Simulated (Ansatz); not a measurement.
In doubt: one-shot GW on d or f shells is unsure (in some of the runs), so the values of those runs are not to be relied on.

The crystal is TaAgO3 (R3c).

```
Ta Ag O
1.0
     2.76405    1.59583    4.57197
    -2.76405    1.59583    4.57197
     0.00000   -3.19165    4.57197
Ta Ag O
2 2 6
Direct
  0.99736 0.99736 0.99736
  0.49736 0.49736 0.49736
  0.24900 0.24900 0.24900
  0.74900 0.74900 0.74900
  0.81778 0.68563 0.25243
  0.25243 0.81778 0.68563
  0.68563 0.25243 0.81778
  0.75243 0.18563 0.31778
  0.18563 0.31778 0.75243
  0.31778 0.75243 0.18563
```

Geometry: measured cell, ions relaxed with LDA. The runs that relaxed it are not among those shown. Spin-orbit coupling is left out unless a run names it.

Gaps computed with Ansatz 0.2.0 without a self-energy: LDA 1.85 eV and HSE06 3.42 eV.

Question: Estimate the G0W0@LDA gap with 4×4×4 mesh, 2035 empty bands, screening to 380 eV, hard PAW files.

About 3.51 eV: on its mesh the run moves the gap from 1.87 eV by +1.64 eV. A band edge moves to another state on the way. Among the scalar-relativistic levels given, HSE06 is nearest (−0.09 eV). Bands and cutoff are finite, so the gap is not at the basis limit. The miss can reach some tenths of an eV and take either sign; the mesh is an error of its own. A d shell, filled or nearly so, lies near the gap. One-shot GW converges very slowly in bands there, not always from below, and on a semilocal start the gap tends to come out low; starts rich in exact exchange can overshoot instead. The many-body steps are scalar-relativistic: spin-orbit coupling is not in them.

[Paths, hosts, dates, memory and timing lines, banners, echoed tables and standing remarks are left out of the program output.]

[Logs are printed without paths, hosts, clocks, repeated set-up lines and the standing remarks that a program may print on its own settings, such as how far it seeks lower states.]

[Runs of the session that timed out or met a known fault of the program may be left out.]

[Cells called generated may have been cut or substituted from an entry of the Crystallography Open Database or the Materials Project.]

[Hosts, paths, dates, database ids (printed as entryN), source tags and the programs' standing remarks are cut or masked in the printed files.]
